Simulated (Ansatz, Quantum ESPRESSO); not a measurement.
# K2Pt (Fm-3m): zone-centre phonons

Wanted: the vibrations of K2Pt (Fm-3m) at Γ, by two programs.

Method: DFT LDA, scalar-relativistic, plane waves, PseudoDojo norm-conserving pseudopotentials, in Quantum ESPRESSO 7.5.

### 1. Set-up

The structure is cubic, space group Fm-3m (No. 225). Conventional cell: a = 7.563 Å, b = 7.563 Å, c = 7.563 Å, α = 90.00°, β = 90.00°, γ = 90.00°. K has 4 Pt at 3.27 Å nearest. Nearest to Pt lie 8 K at 3.27 Å. Farther neighbours are not listed.

Structure file:

```cif
data_structure
_symmetry_space_group_name_H-M 'Fm-3m'
_symmetry_Int_Tables_number 225
_cell_length_a 7.5629
_cell_length_b 7.5629
_cell_length_c 7.5629
_cell_angle_alpha 90.000
_cell_angle_beta 90.000
_cell_angle_gamma 90.000
_cell_volume 432.58
loop_
_atom_site_label
_atom_site_type_symbol
_atom_site_symmetry_multiplicity
_atom_site_Wyckoff_symbol
_atom_site_fract_x
_atom_site_fract_y
_atom_site_fract_z
_atom_site_occupancy
K1 K 8 c 0.25000 0.25000 0.75000 1
Pt1 Pt 4 a 0.00000 0.00000 0.00000 1
```

### 2. A first look

A cheap run with smearing and empty bands tells whether the crystal has a gap, which decides between fixed occupations and smearing later on.

Contents of probe.in:

```
&CONTROL
  calculation = 'scf'
  prefix      = 'x'
  outdir      = './tmp'
  pseudo_dir  = './pseudo'
  tprnfor     = .true.
  tstress     = .true.
  verbosity   = 'high'
/
&SYSTEM
  ibrav       = 2
  celldm(1)   = 14.29185937
  nat         = 3
  ntyp        = 2
  ecutwfc     = 76.0
  occupations = 'smearing'
  smearing    = 'gaussian'
  degauss     = 0.01
/
&ELECTRONS
  conv_thr         = 1.0d-07
  mixing_beta      = 0.7
  electron_maxstep = 100
/
ATOMIC_SPECIES
 K      39.0983  K.upf
 Pt    195.0840  Pt.upf
ATOMIC_POSITIONS crystal
 K      0.250000000   0.250000000   0.250000000
 K      0.750000000   0.750000000   0.750000000
 Pt     0.000000000   0.000000000   0.000000000
K_POINTS automatic
 4 4 4 0 0 0
```

Started as:

```
$ OMP_NUM_THREADS=1 mpirun -n 4 pw.x -nk 4 -in probe.in > probe.out
```

Output:

```text
[banners, grids, parts of the stress and lines that vanish by symmetry left out]
Program PWSCF v.7.5
     bravais-lattice index     =            2
     lattice parameter (alat)  =      14.2919  a.u.
[...]
kinetic-energy cutoff     =      76.0000  Ry
     charge density cutoff     =     304.0000  Ry
     scf convergence threshold =      1.0E-07
[...]
Exchange-correlation= SLA  PW   NOGX NOGC
                           (   1   4   0   0   0   0   0)
[...]
48 Sym. Ops., with inversion, found
[...]
(     0          1          0      )
                  (     0          0          1      )
[...]
(  0.0000000  1.0000000  0.0000000 )
                  (  0.0000000  0.0000000  1.0000000 )
[...]
(     1          0         -1      )
                  (     0          0         -1      )
[...]
(     0          1         -1      )
                  (     0          1          0      )
[...]
( -1.0000000  0.0000000  0.0000000 )
                  (  0.0000000  1.0000000  0.0000000 )
[...]
number of k points=     8  Gaussian smearing, width (Ry)=  0.0100
[...]
End of self-consistent calculation
[...]
the Fermi energy is     5.0222 ev
!    total energy              =    -381.02635455 Ry
[...]
convergence has been achieved in   9 iterations
[...]
atom    1 type  1   force =     0.00000000    0.00000000    0.00000000
     atom    2 type  1   force =    -0.00000000   -0.00000000   -0.00000000
     atom    3 type  2   force =     0.00000000    0.00000000    0.00000000
[...]
Total force =     0.000000     Total SCF correction =     0.000000
[...]
total   stress  (Ry/bohr**3)                   (kbar)     P=      -20.10
[...]
XML data file, charge density, pseudopotentials, collected wavefunctions

   JOB DONE.
```

Wall time 7 s (4 MPI ranks of Intel Xeon 6975P-C (Granite Rapids), shared host).

Read from the output:

```yaml
volume_per_atom: 36.05 Å³
pressure: -2.010 GPa
gap_on_the_k_mesh: 1.303 eV
```

A gap of 1.3 eV opens on this mesh, so the crystal is taken as an insulator; the start stands at -2.0 GPa.

### 3. Relaxing the cell and atoms

Frequencies change by per cents with a per cent of volume, so the structure is first brought to rest at this level of theory.

Contents of relax.in:

```
&CONTROL
  calculation   = 'vc-relax'
  prefix        = 'x'
  outdir        = './tmp'
  pseudo_dir    = './pseudo'
  tprnfor       = .true.
  tstress       = .true.
  forc_conv_thr = 2.0d-05
  etot_conv_thr = 1.0d-07
  nstep         = 40
/
&SYSTEM
  ibrav       = 2
  celldm(1)   = 14.29185937
  nat         = 3
  ntyp        = 2
  ecutwfc     = 76.0
  occupations = 'fixed'
  nbnd        = 20
/
&ELECTRONS
  conv_thr         = 1.0d-11
  mixing_beta      = 0.7
  electron_maxstep = 100
/
&IONS
/
&CELL
  press_conv_thr = 0.1
/
ATOMIC_SPECIES
 K      39.0983  K.upf
 Pt    195.0840  Pt.upf
ATOMIC_POSITIONS crystal
 K      0.250000000   0.250000000   0.250000000
 K      0.750000000   0.750000000   0.750000000
 Pt     0.000000000   0.000000000   0.000000000
K_POINTS automatic
 6 6 6 0 0 0
```

Started as:

```
$ OMP_NUM_THREADS=1 mpirun -n 4 pw.x -nk 4 -in relax.in > relax.out
```

Output:

```text
[banners, grids, parts of the stress and lines that vanish by symmetry left out]
[banner, memory and clock lines left out]
Program PWSCF v.7.5

[...]
kinetic-energy cutoff     =      76.0000  Ry
     charge density cutoff     =     304.0000  Ry
     scf convergence threshold =      1.0E-11
[...]
energy convergence thresh.=      1.0E-07
     force convergence thresh. =      2.0E-05
     press convergence thresh. =      1.0E-01
     Exchange-correlation= SLA  PW   NOGX NOGC
                           (   1   4   0   0   0   0   0)
[...]
48 Sym. Ops., with inversion, found
[...]
number of k points=    16
[...]
End of self-consistent calculation
[...]
highest occupied, lowest unoccupied level (ev):     4.3605    5.6663
!    total energy              =    -381.02649255 Ry
[...]
convergence has been achieved in  11 iterations
[...]
atom    1 type  1   force =     0.00000000    0.00000000   -0.00000000
     atom    2 type  1   force =     0.00000000   -0.00000000    0.00000000
     atom    3 type  2   force =     0.00000000    0.00000000    0.00000000
     Total force =     0.000000     Total SCF correction =     0.000000
[...]
total   stress  (Ry/bohr**3)                   (kbar)     P=      -19.94
[...]
number of bfgs steps    =   0
[...]
CELL_PARAMETERS (alat= 14.29185937)
[...]
ATOMIC_POSITIONS (crystal)
K                0.2500000000        0.2500000000        0.2500000000
K                0.7500000000        0.7500000000        0.7500000000
Pt              -0.0000000000        0.0000000000        0.0000000000
[...]
New effective cutoffs (rho, wfc):  305.90   76.51
[...]
End of self-consistent calculation
[...]
highest occupied, lowest unoccupied level (ev):     4.4314    5.7548
!    total energy              =    -381.02746035 Ry
[...]
convergence has been achieved in   9 iterations
[...]
atom    1 type  1   force =    -0.00000000   -0.00000000   -0.00000000
     atom    2 type  1   force =     0.00000000    0.00000000   -0.00000000
     atom    3 type  2   force =     0.00000000    0.00000000    0.00000000
     Total force =     0.000000     Total SCF correction =     0.000000
[...]
total   stress  (Ry/bohr**3)                   (kbar)     P=      -18.56
[...]
number of bfgs steps    =   1
[...]
WARNING: bfgs curvature condition failed, Theta= 0.865
[...]
CELL_PARAMETERS (alat= 14.29185937)
[...]
ATOMIC_POSITIONS (crystal)
K                0.2500000000        0.2500000000        0.2500000000
[...]
New effective cutoffs (rho, wfc):  309.05   77.30
[...]
End of self-consistent calculation
[...]
highest occupied, lowest unoccupied level (ev):     4.5397    5.8902
!    total energy              =    -381.02876671 Ry
[...]
convergence has been achieved in  13 iterations
[...]
atom    1 type  1   force =     0.00000000    0.00000000    0.00000000
     atom    2 type  1   force =     0.00000000    0.00000000   -0.00000000
     atom    3 type  2   force =    -0.00000000   -0.00000000    0.00000000
     Total force =     0.000000     Total SCF correction =     0.000000
[...]
total   stress  (Ry/bohr**3)                   (kbar)     P=      -16.37
[...]
number of bfgs steps    =   2
[...]
CELL_PARAMETERS (alat= 14.29185937)
[...]
Total force =     0.000000     Total SCF correction =     0.000000
[...]
total   stress  (Ry/bohr**3)                   (kbar)     P=       -6.74
[...]
number of bfgs steps    =   4
[...]
CELL_PARAMETERS (alat= 14.29185937)
[...]
ATOMIC_POSITIONS (crystal)
[...]
New effective cutoffs (rho, wfc):  329.43   82.40
[...]
highest occupied, lowest unoccupied level (ev):     5.2599    6.7948
!    total energy              =    -381.03251129 Ry
[...]
convergence has been achieved in  11 iterations
[...]
Total force =     0.000000     Total SCF correction =     0.000000
[...]
total   stress  (Ry/bohr**3)                   (kbar)     P=        0.80
[...]
number of bfgs steps    =   5
[...]
CELL_PARAMETERS (alat= 14.29185937)
[...]
ATOMIC_POSITIONS (crystal)
[...]
New effective cutoffs (rho, wfc):  328.57   82.18
[...]
highest occupied, lowest unoccupied level (ev):     5.2289    6.7557
!    total energy              =    -381.03251780 Ry
[...]
convergence has been achieved in   9 iterations
[...]
atom    2 type  1   force =    -0.00000000    0.00000000    0.00000000
     atom    3 type  2   force =    -0.00000000   -0.00000000   -0.00000000
     Total force =     0.000000     Total SCF correction =     0.000000
[...]
total   stress  (Ry/bohr**3)                   (kbar)     P=       -0.04
[...]
number of bfgs steps    =   6
[...]
CELL_PARAMETERS (alat= 14.29185937)
[...]
ATOMIC_POSITIONS (crystal)
[...]
New effective cutoffs (rho, wfc):  328.62   82.19
[...]
End of self-consistent calculation
[...]
highest occupied, lowest unoccupied level (ev):     5.2305    6.7577
!    total energy              =    -381.03251782 Ry
[...]
convergence has been achieved in   7 iterations
[...]
atom    1 type  1   force =     0.00000000    0.00000000   -0.00000000
     atom    2 type  1   force =    -0.00000000   -0.00000000   -0.00000000
     atom    3 type  2   force =     0.00000000    0.00000000   -0.00000000
     Total force =     0.000000     Total SCF correction =     0.000000
[...]
total   stress  (Ry/bohr**3)                   (kbar)     P=       -0.00
[...]
bfgs converged in   8 scf cycles and   7 bfgs steps
[...]
End of BFGS Geometry Optimization
     Final enthalpy           =    -381.0325178206 Ry
     File ./tmp/x.bfgs deleted, as requested
[...]
CELL_PARAMETERS (alat= 14.29185937)
[...]
ATOMIC_POSITIONS (crystal)
[...]
K                0.7500000000        0.7500000000        0.7500000000
Pt               0.0000000000       -0.0000000000        0.0000000000
[...]
Final scf calculation at the relaxed structure.
[...]
kinetic-energy cutoff     =      76.0000  Ry
     charge density cutoff     =     304.0000  Ry
     scf convergence threshold =      1.0E-13
[...]
press convergence thresh. =      1.0E-01
     Exchange-correlation= SLA  PW   NOGX NOGC
                           (   1   4   0   0   0   0   0)
[...]
48 Sym. Ops., with inversion, found
[...]
number of k points=    16
[...]
c_bands:  1 eigenvalues not converged
     c_bands:  1 eigenvalues not converged
     c_bands:  1 eigenvalues not converged
[...]
End of self-consistent calculation
[...]
highest occupied, lowest unoccupied level (ev):     5.2304    6.7577
!    total energy              =    -381.03223977 Ry
[...]
convergence has been achieved in  18 iterations
[...]
atom    1 type  1   force =    -0.00000000    0.00000000   -0.00000000
     atom    2 type  1   force =     0.00000000   -0.00000000    0.00000000
     atom    3 type  2   force =    -0.00000000    0.00000000    0.00000000
     Total force =     0.000000     Total SCF correction =     0.000000
[...]
total   stress  (Ry/bohr**3)                   (kbar)     P=       -1.05
[...]
XML data file, charge density, pseudopotentials, collected wavefunctions
```

Run time: 1.8 min. Hardware: 4 MPI ranks; 7.2 min of CPU time.

Relaxation path:

```tsv
step	energy less that of the first step (eV)	largest force (eV/Å)	pressure (GPa)	volume (Å³)
1	0.0000	0.0000	-1.99	108.15
2	-0.0132	0.0000	-1.86	107.05
3	-0.0309	0.0000	-1.64	105.42
4	-0.0530	0.0000	-1.28	103.01
5	-0.0748	0.0000	-0.67	99.46
6	-0.0819	0.0000	0.08	95.79
7	-0.0820	0.0000	0.00	96.16
8	-0.0820	0.0000	0.00	96.15
9	-0.0782	0.0000	-0.11	96.15
```

```tsv
conventional cell, symmetrised	before	after	change
a (Å)	7.563	7.272	-3.8 %
b (Å)	7.563	7.272	-3.8 %
c (Å)	7.563	7.272	-3.8 %
volume (Å³/atom)	36.05	32.05	-11.1 %
```

The relaxed structure:

```
CELL_PARAMETERS angstrom
-3.63607 0.00000 3.63607
0.00000 3.63607 3.63607
-3.63607 3.63607 0.00000
ATOMIC_POSITIONS crystal
K 0.25000 0.25000 0.25000
K 0.75000 0.75000 0.75000
Pt 0.00000 0.00000 0.00000
```

The last row of the table of steps is pw.x's closing run on a basis chosen anew for the final cell, so its energy can jump.

Numbers from this step:

```yaml
volume_per_atom: 32.05 Å³
pressure: -0.1050 GPa
gap_on_the_k_mesh: 1.527 eV
```

The volume changes by -11.1 % from the cell with which this run began.

### 4. Ground state

Perturbation theory inherits every error of the wavefunctions, so the threshold is set near the limit of the arithmetic. With a gap, occupations are fixed, which also allows the response to an electric field.

Contents of scf.in:

```
&CONTROL
  calculation = 'scf'
  prefix      = 'x'
  outdir      = './tmp'
  pseudo_dir  = './pseudo'
  tprnfor     = .true.
  tstress     = .true.
/
&SYSTEM
  ibrav       = 2
  celldm(1)   = 13.74236745
  nat         = 3
  ntyp        = 2
  ecutwfc     = 76.0
  occupations = 'fixed'
  nbnd        = 20
/
&ELECTRONS
  conv_thr         = 1.0d-12
  mixing_beta      = 0.7
  electron_maxstep = 100
/
ATOMIC_SPECIES
 K      39.0983  K.upf
 Pt    195.0840  Pt.upf
ATOMIC_POSITIONS crystal
 K      0.250000000   0.250000000   0.250000000
 K      0.750000000   0.750000000   0.750000000
 Pt     0.000000000   0.000000000   0.000000000
K_POINTS automatic
 6 6 6 0 0 0
```

Started as:

```
$ OMP_NUM_THREADS=1 mpirun -n 4 pw.x -nk 4 -in scf.in > scf.out
```

Output:

```text
[banners, grids, parts of the stress and lines that vanish by symmetry left out]
[banner, memory and clock lines left out]
Program PWSCF v.7.5

[...]
kinetic-energy cutoff     =      76.0000  Ry
     charge density cutoff     =     304.0000  Ry
     scf convergence threshold =      1.0E-12
[...]
Exchange-correlation= SLA  PW   NOGX NOGC
                           (   1   4   0   0   0   0   0)
[...]
48 Sym. Ops., with inversion, found
[...]
number of k points=    16
[...]
End of self-consistent calculation
[...]
highest occupied, lowest unoccupied level (ev):     5.2304    6.7577
!    total energy              =    -381.03223977 Ry
[...]
convergence has been achieved in  11 iterations
[...]
atom    1 type  1   force =     0.00000000    0.00000000   -0.00000000
     atom    2 type  1   force =    -0.00000000   -0.00000000    0.00000000
     atom    3 type  2   force =     0.00000000    0.00000000    0.00000000
     Total force =     0.000000     Total SCF correction =     0.000000
[...]
total   stress  (Ry/bohr**3)                   (kbar)     P=       -1.05
[...]
XML data file, charge density, pseudopotentials, collected wavefunctions
```

Wall time 11 s (4 MPI ranks).

The cell stands at -0.11 GPa, close enough for phonons.

[end of part 1 of 3]

[Host names and launcher messages were left out of these logs when they were recorded.]

[Logs are printed without paths, hosts, clocks, repeated set-up lines and the standing remarks that a program may print on its own settings, such as how far it seeks lower states.]

[Hosts, paths, dates, database ids (printed as entryN), source tags and the programs' standing remarks are cut or masked in the printed files.]
